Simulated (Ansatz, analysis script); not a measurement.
```cif
data_ir
_symmetry_space_group_name_H-M 'P 1'
_symmetry_Int_Tables_number 1
_cell_length_a 3.2880
_cell_length_b 3.2880
_cell_length_c 14.0000
_cell_angle_alpha 90.000
_cell_angle_beta 90.000
_cell_angle_gamma 90.000
_cell_volume 151.35
loop_
_atom_site_label
_atom_site_type_symbol
_atom_site_fract_x
_atom_site_fract_y
_atom_site_fract_z
_atom_site_occupancy
Ir1 Ir 0.00000 0.00000 0.50000 1
_calc_subject 'Free-standing square Ir monolayer, spacing 3.288 Å: anisotropy, cost against accuracy'
_calc_method 'LDA, PAW set soft_1 (files made for PBE); spinors with self-consistent spin–orbit coupling, one run a direction (and 3 further levels or steps)'
_calc_program 'Ansatz 0.2.0 and analysis script 1'
_calc_settings_of_one_run 'cutoff 420 eV, 29×29×1 k-mesh, Fermi-Dirac occupations, smearing width 0.1 eV, starting moments 1.86 μB'
_calc_notes 'The size of the anisotropy is not settled between the levels. All of this holds for the ferromagnetic order, the only one run; whether the real compound orders so is not tested. The cell was taken as built, with atoms unrelaxed. In doubt: the program’s search for lower states was switched off, so a lower magnetic state than those reached may exist.'
_calc_easy_direction_among_those_tried_spin_orbit_part 'in plane, along a and in plane, across a (alike)'
_calc_hardest_less_easiest_direction_mesh_29x29x1 '14.7 meV a cell of 1 atom'
_calc_orbital_moment_of_ir_no_1_along_its_axis_moments_in_plane_along_a '1.41 μB'
```

[Logs and program files are shortened in this print: banners, set-up blocks, solver, clock and traceback lines can be left out without a mark of their own.]

[Logs are printed without paths, hosts, clocks, repeated set-up lines and the standing remarks that a program may print on its own settings, such as how far it seeks lower states.]

[Hosts, paths, dates, database ids (printed as entryN), source tags and the programs' standing remarks are cut or masked in the printed files.]
